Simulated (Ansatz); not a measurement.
**SnH5CN2Cl3 (Amm2): how G0W0 depends on its starting point**

Aim: G0W0 for SnH5CN2Cl3 (Amm2) on several starting functionals, at one mesh, band count and screening cutoff.

Main program and level: Ansatz 0.2.0; G0W0 on several functionals, plane waves, PAW.

Most raw output is cut from this account.

In doubt: masses and optical values from hybrid runs of this build are listed as unsure (steps 6, 7, 8), which bears on the screening that GW takes from such a start.

**1. Starting point**

Symmetry: Amm2, No. 38, orthorhombic system. The conventional cell has a = 6.040 Å, b = 7.718 Å, c = 8.308 Å, α = 90.00°, β = 90.00°, γ = 90.00°. Nearest to Sn lie 6 Cl at 2.74 to 3.03 Å. Nearest to H lie 1 N at 1.02 Å. H has 1 N at 1.01 Å nearest. Nearest to H lie 1 C at 1.09 Å. Nearest to C lie 1 H at 1.09 Å and 2 N at 1.31 Å. Nearest to N lie 2 H at 1.01 to 1.02 Å and 1 C at 1.31 Å. Farther neighbours and most contacts between anions are not listed.

The cell and positions are those that the Materials Project relaxed with its own functionals (PBE, PBE+U or r2SCAN), kept fixed.

**2. G0W0 on LDA**

Now the one-shot GW correction: screening in the RPA, then the self-energy of the levels asked for. This step takes PAW set soft_1 files.

This step: G0W0 on LDA, plane waves, PAW; PAW set soft_1.

input.yaml

```yaml
crystal:
  lattice:
    - [6.040487, 0.0, 0.0]
    - [0.0, 3.859191, 4.153885]
    - [0.0, -3.859191, 4.153885]
  atoms:
    - { symbol: Sn, position: [0.5, 0.372251, 0.372251] }
    - { symbol: H, position: [0.205496, 0.725508, 0.725508] }
    - { symbol: H, position: [0.794504, 0.725508, 0.725508] }
    - { symbol: H, position: [0.329683, 0.916176, 0.916176] }
    - { symbol: H, position: [0.670317, 0.916176, 0.916176] }
    - { symbol: H, position: [0.0, 0.053322, 0.053322] }
    - { symbol: C, position: [0.0, 0.921717, 0.921717] }
    - { symbol: "N", position: [0.191086, 0.847581, 0.847581] }
    - { symbol: "N", position: [0.808914, 0.847581, 0.847581] }
    - { symbol: Cl, position: [0.5, 0.855812, 0.351215] }
    - { symbol: Cl, position: [0.5, 0.351215, 0.855812] }
    - { symbol: Cl, position: [0.0, 0.393951, 0.393951] }
kpoints:
  mp_grid: { grid: [2, 2, 2] }
hamiltonian:
  xc: lda
  pseudopotentials: { kind: paw, azcp: { folder: soft_1 }, xc_functional: pbe }
scf:
  occupations: { method: fixed }
gw:
  n_empty_bands: 439
  ecut_chi: 100
  qp_bands: [v4, c4]
  qp_kpoints: band_edges
  screening: { model: contour_deformation }
```

Started as:

```bash
> ansatz run input.yaml --threads 2 --pin off --max-ram 92160MiB --backend cuda --events-out ev --progress --plain --runs-dir out --devices 1 --max-vram 13GiB
```

Wall time 15 s (1 × NVIDIA H100 80GB HBM3 (shared by 6 runs) with 2 threads of AMD EPYC 7R13 (Zen 3), shared host); peak memory 1.5 GiB; 18 s of CPU time.

Numbers from this step:

| Item | Value |
| --- | --- |
| bands summed | 466 |
| RPA ε∞ on this mesh (eigenvalues) | 10.03, 12.12, 12.33 |
| plane waves in the screening matrix | 441 |
| q-points in the mesh | 8 |
| G0W0 gap on the mesh | 2.064 eV |
| k of the valence top | -0.5, -0.5, -0.5 |
| k of the conduction bottom | -0.5, -0.5, -0.5 |
| starting gap on the mesh | 1.110 eV |
| Z at the valence top | 0.7216 |
| Z at the conduction bottom | 0.7454 |
| least direct G0W0 gap on the computed points | 2.064 eV |

The gap on the mesh goes from 1.11 eV to 2.06 eV, a correction of +0.95 eV. Between the two edge states, bare exchange in place of the xc potential would open the gap by 6.37 eV, and correlation takes back 5.42 eV.

**3. G0W0 on PBEsol**

One-shot GW remembers its start. Another functional's orbitals and levels show by how much.

This step: G0W0 on PBEsol, plane waves, PAW; PAW set soft_1.

Edit input.yaml of step 2 so:

```diff
@@ -21,3 +21,3 @@
 hamiltonian:
-  xc: lda
+  xc: pbesol
   pseudopotentials: { kind: paw, azcp: { folder: soft_1 }, xc_functional: pbe }
```

Wall time 15 s (1 × NVIDIA H100 80GB HBM3 (shared by 6 runs) with 2 threads); peak memory 1.5 GiB.

This step gave:

```yaml
bands_summed: 466
rpa_eps_infinity_on_this_mesh_eigenvalues: 9.593, 11.58, 11.59
plane_waves_in_the_screening_matrix: 441
q_points_in_the_mesh: 8
g0w0_gap_on_the_mesh: 2.081 eV
k_of_the_valence_top: -0.5, -0.5, -0.5
k_of_the_conduction_bottom: -0.5, -0.5, -0.5
starting_gap_on_the_mesh: 1.148 eV
z_at_the_valence_top: 0.7239
z_at_the_conduction_bottom: 0.7469
least_direct_g0w0_gap_on_the_computed_points: 2.081 eV
```

Against the run with 2×2×2 mesh, 439 empty bands, screening to 100 eV, PAW set soft_1 files on LDA, the gap moves by +0.017 eV, while the start moved by +0.04 eV.

**4. G0W0 on PBE**

This step: G0W0 on PBE, plane waves, PAW; PAW set soft_1.

Edit input.yaml of step 3 so:

```diff
@@ -21,4 +21,4 @@
 hamiltonian:
-  xc: pbesol
-  pseudopotentials: { kind: paw, azcp: { folder: soft_1 }, xc_functional: pbe }
+  xc: pbe
+  pseudopotentials: { kind: paw, azcp: { folder: soft_1 } }
 scf:
```

It took 17 s on 1 × NVIDIA H100 80GB HBM3 (shared by 6 runs) with 2 threads; peak memory 1.5 GiB; 20 s of CPU time.

Numbers from this step:

* bands summed: 466
* RPA ε∞ on this mesh (eigenvalues): 8.584, 9.975, 10.19
* plane waves in the screening matrix: 441
* G0W0 gap on the mesh: 2.127 eV
* k of the valence top: -0.5, -0.5, -0.5
* k of the conduction bottom: -0.5, -0.5, -0.5
* starting gap on the mesh: 1.253 eV
* least direct G0W0 gap on the computed points: 2.127 eV

Against the run with 2×2×2 mesh, 439 empty bands, screening to 100 eV, PAW set soft_1 files on PBEsol, the gap moves by +0.05 eV, while the start moved by +0.11 eV.

**5. G0W0 on r2SCAN**

This step: G0W0 on r2SCAN, plane waves, PAW; PAW set soft_1.

Edit input.yaml of step 4 so:

```diff
@@ -21,3 +21,3 @@
 hamiltonian:
-  xc: pbe
+  xc: r2scan
   pseudopotentials: { kind: paw, azcp: { folder: soft_1 } }
```

It took 19 s on 1 × NVIDIA H100 80GB HBM3 (shared by 6 runs) with 2 threads; peak memory 1.7 GiB; 27 s of CPU time.

Numbers from this step:

```
bands summed                                 : 466
RPA ε∞ on this mesh (eigenvalues)            : 6.888, 7.644, 7.904
plane waves in the screening matrix          : 441
G0W0 gap on the mesh                         : 2.386 eV
k of the valence top                         : -0.5, -0.5, -0.5
k of the conduction bottom                   : -0.5, -0.5, -0.5
starting gap on the mesh                     : 1.491 eV
least direct G0W0 gap on the computed points : 2.386 eV
```

Against the run with 2×2×2 mesh, 439 empty bands, screening to 100 eV, PAW set soft_1 files on PBE, the gap moves by +0.26 eV, while the start moved by +0.24 eV.

**6. G0W0 on HSE06**

This step: G0W0 on HSE06, plane waves, PAW; PAW set soft_1.

Edit input.yaml of step 5 so:

```diff
@@ -21,3 +21,3 @@
 hamiltonian:
-  xc: r2scan
+  xc: hse06
   pseudopotentials: { kind: paw, azcp: { folder: soft_1 } }
```

Run time: 41 s. Hardware: 1 × NVIDIA H100 80GB HBM3 (shared by 6 runs) with 2 threads; peak memory 1.7 GiB; 48 s of CPU time.

This step gave:

| Quantity | Value |
| --- | --- |
| bands summed | 466 |
| RPA ε∞ on this mesh (eigenvalues) | 5.280, 5.545, 6.027 |
| plane waves in the screening matrix | 441 |
| G0W0 gap on the mesh | 2.647 eV |
| k of the valence top | -0.5, -0.5, -0.5 |
| k of the conduction bottom | -0.5, -0.5, -0.5 |
| starting gap on the mesh | 1.983 eV |
| least direct G0W0 gap on the computed points | 2.647 eV |

Against the run with 2×2×2 mesh, 439 empty bands, screening to 100 eV, PAW set soft_1 files on r2SCAN, the gap moves by +0.26 eV, while the start moved by +0.49 eV.

**7. G0W0 on PBE0**

This step: G0W0 on PBE0, plane waves, PAW; PAW set soft_1.

Edit input.yaml of step 6 so:

```diff
@@ -21,3 +21,3 @@
 hamiltonian:
-  xc: hse06
+  xc: pbe0
   pseudopotentials: { kind: paw, azcp: { folder: soft_1 } }
```

The job ended after 40 s (1 × NVIDIA H100 80GB HBM3 (shared by 6 runs) with 2 threads; peak memory 1.7 GiB).

Numbers from this step:

```yaml
bands_summed: 466
rpa_eps_infinity_on_this_mesh_eigenvalues: 4.440, 4.581, 4.996
plane_waves_in_the_screening_matrix: 441
g0w0_gap_on_the_mesh: 2.920 eV
k_of_the_valence_top: -0.5, -0.5, -0.5
k_of_the_conduction_bottom: -0.5, -0.5, -0.5
starting_gap_on_the_mesh: 2.693 eV
least_direct_g0w0_gap_on_the_computed_points: 2.920 eV
```

Against the run with 2×2×2 mesh, 439 empty bands, screening to 100 eV, PAW set soft_1 files on HSE06, the gap moves by +0.27 eV, while the start moved by +0.71 eV.

**8. G0W0 on Hartree-Fock**

This step: G0W0 on Hartree-Fock, plane waves, PAW; PAW set soft_1.

Edit input.yaml of step 7 so:

```diff
@@ -21,3 +21,3 @@
 hamiltonian:
-  xc: pbe0
+  xc: hf
   pseudopotentials: { kind: paw, azcp: { folder: soft_1 } }
```

Run time: 39 s. Hardware: 1 × NVIDIA H100 80GB HBM3 (shared by 6 runs) with 2 threads; peak memory 1.7 GiB; 45 s of CPU time.

This step gave:

- bands summed: 466
- RPA ε∞ on this mesh (eigenvalues): 2.162, 2.178, 2.279
- plane waves in the screening matrix: 441
- G0W0 gap on the mesh: 4.612 eV
- k of the valence top: -0.5, -0.5, -0.5
- k of the conduction bottom: -0.5, -0.5, -0.5
- starting gap on the mesh: 7.437 eV
- least direct G0W0 gap on the computed points: 4.612 eV

Against the run with 2×2×2 mesh, 439 empty bands, screening to 100 eV, PAW set soft_1 files on PBE0, the gap moves by +1.69 eV, while the start moved by +4.74 eV.

**9. The starts together**

All on the 2×2×2 mesh with 439 empty bands and screening to 100 eV. Times are wall times on 1 × NVIDIA H100 80GB HBM3 (shared by 6 runs) with 2 threads of AMD EPYC 7R13 (Zen 3), shared host, good to a factor of about two.

```tsv
start	starting gap (eV)	shift (eV)	G0W0 gap (eV)	RPA ε∞ (harmonic mean)	Z (valence, conduction)	time
LDA	1.11	+0.95	2.06	11.39	0.72, 0.75	15 s
PBEsol	1.15	+0.93	2.08	10.84	0.72, 0.75	15 s
PBE	1.25	+0.87	2.13	9.53	0.73, 0.75	17 s
r2SCAN	1.49	+0.90	2.39	7.45	0.75, 0.77	19 s
HSE06	1.98	+0.66	2.65	5.60	0.77, 0.79	41 s
PBE0	2.69	+0.23	2.92	4.66	0.79, 0.81	40 s
Hartree-Fock	7.44	−2.83	4.61	2.21	0.89, 0.90	39 s
```

The parts of the quasiparticle energy at the two band edges (eV; QP = start + Σx + Σc − Vxc):

```tsv
run	edge	start	Σx	Σc	Vxc	Z	QP
LDA	valence top	2.38	-19.67	1.53	-17.79	0.72	2.03
LDA	conduction bottom	3.49	-7.02	-3.89	-11.51	0.75	4.09
PBEsol	valence top	2.64	-19.62	1.57	-17.54	0.72	2.12
PBEsol	conduction bottom	3.78	-6.95	-3.80	-11.17	0.75	4.20
PBE	valence top	2.73	-19.67	1.56	-17.55	0.73	2.16
PBE	conduction bottom	3.98	-6.94	-3.74	-10.98	0.75	4.29
r2SCAN	valence top	2.56	-19.60	1.44	-17.60	0.75	2.00
r2SCAN	conduction bottom	4.05	-6.82	-3.65	-10.81	0.77	4.39
```

**10. Summary of results**

```json
{
 "G0W0@LDA": "2.06 eV (start 1.11 eV)",
 "G0W0@PBEsol": "2.08 eV (start 1.15 eV)",
 "G0W0@PBE": "2.13 eV (start 1.25 eV)",
 "G0W0@r2SCAN": "2.39 eV (start 1.49 eV)",
 "G0W0@HSE06": "2.65 eV (start 1.98 eV)",
 "G0W0@PBE0": "2.92 eV (start 2.69 eV)",
 "G0W0@Hartree-Fock": "4.61 eV (start 7.44 eV)",
 "known limits": "not at the basis limit; no spin-orbit coupling; coarse k mesh"
}
```

What this shows: The starting gaps span 6.33 eV and the G0W0 gaps 2.55 eV. Between LDA and Hartree-Fock, 2.55 eV of the 6.33 eV survives, 40 %. Hartree-Fock screens less than LDA (ε∞ 2.21 against 11.39). Of the 2.55 eV by which its G0W0 gap is higher, the correlation part gives +2.39 eV, and exchange with the one-particle terms, which follow the orbitals, +0.16 eV. On Hartree-Fock the correction is negative: that start lies above its own G0W0 value. The smallest correction, +0.23 eV, is on PBE0, the start nearest to reproducing itself. Bands and cutoff are finite, so the gap is not at the basis limit. The miss can reach some tenths of an eV and take either sign; the mesh is an error of its own. The 2×2×2 mesh is coarse for this cell (its supercell is 11 Å along the shortest edge). The RPA ε∞ on it, from the LDA start, is 10.03, 12.12 and 12.33; such meshes misread the long-range screening, most where the gap is narrow. The program warns that the mesh is coarse for exact exchange, which bears on the hybrid start's gap. The many-body steps are scalar-relativistic: spin-orbit coupling is not in them.

[Paths, hosts, dates, memory and timing lines, banners, echoed tables and standing remarks are left out of the program output.]

[Logs are printed without paths, hosts, clocks, repeated set-up lines and the standing remarks that a program may print on its own settings, such as how far it seeks lower states.]

[Runs of the session that timed out or met a known fault of the program may be left out.]

[Cells called generated may have been cut or substituted from an entry of the Crystallography Open Database or the Materials Project.]

[Hosts, paths, dates, database ids (printed as entryN), source tags and the programs' standing remarks are cut or masked in the printed files.]
